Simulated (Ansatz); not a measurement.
## Scanning a strain in random diamond-structure alloy of Si and C

Aim: the energy and the gap along a strain, with no relaxation at each point.

Method: Kohn-Sham DFT, LDA, PAW set soft_1, plane waves, in Ansatz 0.2.0.

**1. Set-up**

The cell holds 64 atoms: 56 C and 8 Si. Cell: a = 7.600 Å, b = 7.600 Å, c = 7.600 Å, α = 90.0°, β = 90.0°, γ = 90.0°. Diamond-structure Si, 2 x 2 x 2 conventional cells, 56 of 64 Si sites given to C at random (x = 0.875), lattice by Vegard's rule (a = 3.8 A); then minimised and run for 3 ps at 500 K (NVT) with a classical potential, last frame taken.

**2. Running it**

The structure comes from a classical simulation and is read from a file. Only Γ is sampled; the cell is 7.6 Å or more across in its periodic directions. That is coarse for a crystal this narrow. Occupations are fixed because a gap is expected. The PAW files are read from a folder beside the script (Ansatz's set soft_1), and the density starts from superposed atoms. These files were made with PBE and serve the other functionals as an approximation. The atoms are relaxed first, so that the scan starts at or near a minimum at this cell. Small strains of both signs give the curvature.

Contents of cell.xyz:

```xyz
64
Lattice="7.6000 0.0000 0.0000 0.0000 7.6000 0.0000 0.0000 0.0000 7.6000" Properties=species:S:1:pos:R:3 pbc="T T T"
C     0.0196    0.0680    7.5856
C     0.9233    1.0574    0.8579
C     0.0804    1.9186    1.9891
C     0.9815    2.7825    2.8225
Si    1.8498    0.0284    2.0269
C     2.9249    1.0187    3.0718
C     1.9403    1.8827    7.5689
C     2.8846    2.8321    0.9373
C     0.0021    0.1118    3.7651
C     0.9158    0.9267    4.7622
C     0.0056    1.8826    5.7139
C     1.0955    2.8052    6.5938
C     1.8637    0.0554    5.7419
C     2.8206    1.0138    6.6394
C     1.8522    1.8351    3.8641
C     2.7891    2.8249    4.7709
C     0.4181    3.7424    7.5976
C     1.1050    4.7296    0.9589
C     0.0084    5.7194    1.9043
C     0.8497    6.5073    2.9976
C     1.9811    3.7644    1.9258
C     2.8441    4.7656    2.8682
C     1.8553    5.5178    7.5578
Si    2.9762    6.5326    0.9003
C     0.0274    3.7815    3.7225
C     1.1250    4.5865    4.5596
Si    0.2068    5.6764    5.6167
C     0.9862    6.8048    6.7940
C     1.9771    3.7242    5.6742
C     2.8552    4.6958    6.6759
C     1.9579    5.6327    3.7072
C     2.8293    6.6463    4.7885
C     3.8193    0.2151    7.5269
C     4.7323    0.9628    0.9014
C     3.7054    1.7919    1.8250
Si    4.7099    2.8640    2.9620
C     5.7105    0.0738    1.9408
C     6.7224    1.0234    2.8853
C     5.5677    1.8002    7.5014
Si    6.7128    2.8867    0.8397
C     3.7992    7.5760    3.8470
C     4.6556    0.9857    4.7935
C     3.6674    1.8985    5.6752
C     4.6621    2.7889    6.5546
C     5.5021    0.1816    5.7603
C     6.5933    0.9891    6.6103
C     5.8945    1.7998    3.8492
C     6.6486    2.7978    4.6973
C     3.7992    3.7759    0.0217
C     4.6870    4.6216    1.0148
C     3.7936    5.5566    1.9828
C     4.6998    6.6237    2.8120
C     5.7601    3.9491    1.9066
C     6.6649    4.7656    2.7457
Si    5.6883    5.8606    0.0871
C     6.7755    6.8385    1.0993
C     3.6197    3.9417    3.9572
C     4.6177    4.8281    4.7039
C     3.7221    5.7648    5.7213
C     4.6331    6.8417    6.5458
C     5.5513    3.6700    5.5389
Si    6.6286    4.4653    6.6932
C     5.5303    5.6453    3.6681
Si    6.4595    6.7479    4.6860
```

Contents of scan.py:

```python
import time
import warnings
import numpy as np
from ase.io import read
import ansatz as az

warnings.simplefilter("ignore", az.DeckWarning)
atoms = read("cell.xyz")
print("formula", atoms.get_chemical_formula(mode="reduce") if len(atoms) < 20 else atoms.get_chemical_formula())
print("cell (A, deg)", np.round(atoms.cell.cellpar(), 3))

def setup(atoms):
    return (
        az.Crystal.from_ase(atoms)
        .calculation()
        .functional("lda")
        .pseudopotentials("paw", azcp={"folder": "./paw"}, xc_functional="pbe")
        .basis(450)
        .kpoints(1, 1, 1)
        .occupations("fixed")
    )

def gap_of(report):
    e = np.concatenate(report["eigenvalues_ev"]); f = np.concatenate(report["occupations"])
    f = f / f.max()  # a half-filled level counts on both sides, so the gap is then zero
    return e[f > 0.3].max(), e[f < 0.7].min()

def relaxed(atoms):
    steps = []
    calc = setup(atoms).relax(force_tolerance=0.03, max_steps=100).forces()
    keep = lambda event: steps.append(event["data"]) if event["event"] == "relax_step" and event["data"].get("accepted", True) else None
    try:
        az.Session.from_yaml(calc.to_yaml()).plan(threads=4).execute(on_event=keep)
    except az.NonConvergedError as error:
        print("relaxation stopped at the step limit:", str(error).split(". ")[0])
    final = atoms.copy()
    final.set_cell(steps[-1].get("cell_ang", atoms.cell))
    final.positions = steps[-1]["positions_ang"]
    print(f"{len(steps)} steps, energy change {steps[-1]['lagrangian_ev'] - steps[0]['lagrangian_ev']:+.3f} eV, largest force component {steps[-1]['allowed_force_max_ev_ang']:.3f} eV/A", flush=True)
    return final

start = time.time()
start_cell = relaxed(atoms)
start_cell.set_constraint()
print(f"relaxed first, in {time.time() - start:.0f} s")

rows = []
for x in [-0.03, -0.02, -0.01, 0, 0.01, 0.02, 0.03]:
    a = start_cell.copy()
    a.set_cell(a.cell[:] @ (np.eye(3) + x * np.array([[0, 0.5, 0], [0.5, 0, 0], [0, 0, 0]])), scale_atoms=True)
    try:
        r = setup(a).forces().stress().band_table().run(threads=4).report
    except az.AnsatzError as error:
        print(x, 'failed:', str(error)[:110])
        continue
    print(x, f"F = {r['free_energy_ev']:.4f} eV after {r['n_iterations']} iterations", flush=True)
    homo, lumo = gap_of(r)
    rows.append((x, r['free_energy_ev'], np.sqrt(np.mean(np.square(r['forces_ev_ang']))), max(lumo - homo, 0), np.trace(r['stress_gpa']) / 3))
low = min(e for _, e, *_ in rows)
print("    strain  E - Emin (meV/atom)  rms force (eV/A)  gap (eV)  P (GPa)")
for x, e, f, gap, p in rows:
    print(f"{x:10.3f} {1000 * (e - low) / len(atoms):20.2f} {f:17.3f} {gap:9.3f} {p:8.2f}")
```

The run is started by

```sh
> python scan.py
```

The log of the run:

```text
formula C56Si8
cell (A, deg) [ 7.6  7.6  7.6 90.  90.  90. ]
6 steps, energy change -4.344 eV, largest force component 0.026 eV/A
relaxed first, in 11 s
-0.03 F = -18438.7285 eV after 10 iterations
-0.02 F = -18438.9597 eV after 10 iterations
-0.01 F = -18439.0848 eV after 10 iterations
0 F = -18439.0978 eV after 10 iterations
0.01 F = -18439.0132 eV after 10 iterations
0.02 F = -18438.8169 eV after 10 iterations
0.03 F = -18438.5152 eV after 10 iterations
    strain  E - Emin (meV/atom)  rms force (eV/A)  gap (eV)  P (GPa)
    -0.030                 5.77             0.194     1.504    -6.84
    -0.020                 2.16             0.129     1.574    -7.06
    -0.010                 0.20             0.065     1.624    -7.19
     0.000                 0.00             0.006     1.656    -7.25
     0.010                 1.32             0.065     1.671    -7.23
     0.020                 4.39             0.129     1.668    -7.13
     0.030                 9.10             0.193     1.630    -6.96
```

The job ended after 31 s (4 threads of Arm Neoverse V1, shared host; peak memory 0.66 GiB).

**3. Summary of results**

| Property | Result |
| --- | --- |
| lowest point of the scan | a strain of +0 |
| energy range | 9.10 meV/atom |
| gap along the scan | 1.50 to 1.67 eV |
| curvature of the energy density for a shear in the xy plane | 388 GPa |

In words: The lowest of the points computed is at a strain of +0; the scan spans 9.10 meV/atom. The curvature for a shear in the xy plane is 388 GPa; the ions are clamped to the strained cell, which stiffens it against the relaxed value when the start is relaxed, and any stress left in the start enters it too (here -7.3 GPa). The gap goes from 1.50 eV at -0.03 to 1.63 eV at 0.03. Unless the band edges fold onto the sampled k-points, the gap at this level is narrower than the printed one, by up to an eV in wide bands, and a small gap may close. Local and semilocal functionals put gaps too low. The k-sampling is coarse for a crystal this narrow and wasn't tested: pressures can be off by a GPa or more, gaps can be off by tenths of an eV or more and small forces by their own size; differences on the same mesh are the more reliable part, a hybrid's apart.

[Logs are printed without paths, hosts, clocks, repeated set-up lines and the standing remarks that a program may print on its own settings, such as how far it seeks lower states.]

[Hosts, paths, dates, database ids (printed as entryN), source tags and the programs' standing remarks are cut or masked in the printed files.]

[Scripts of this kind were picked in part by their result: those with far moves, changed bonds, near-zero gaps or large misses at database cells are mostly left out.]
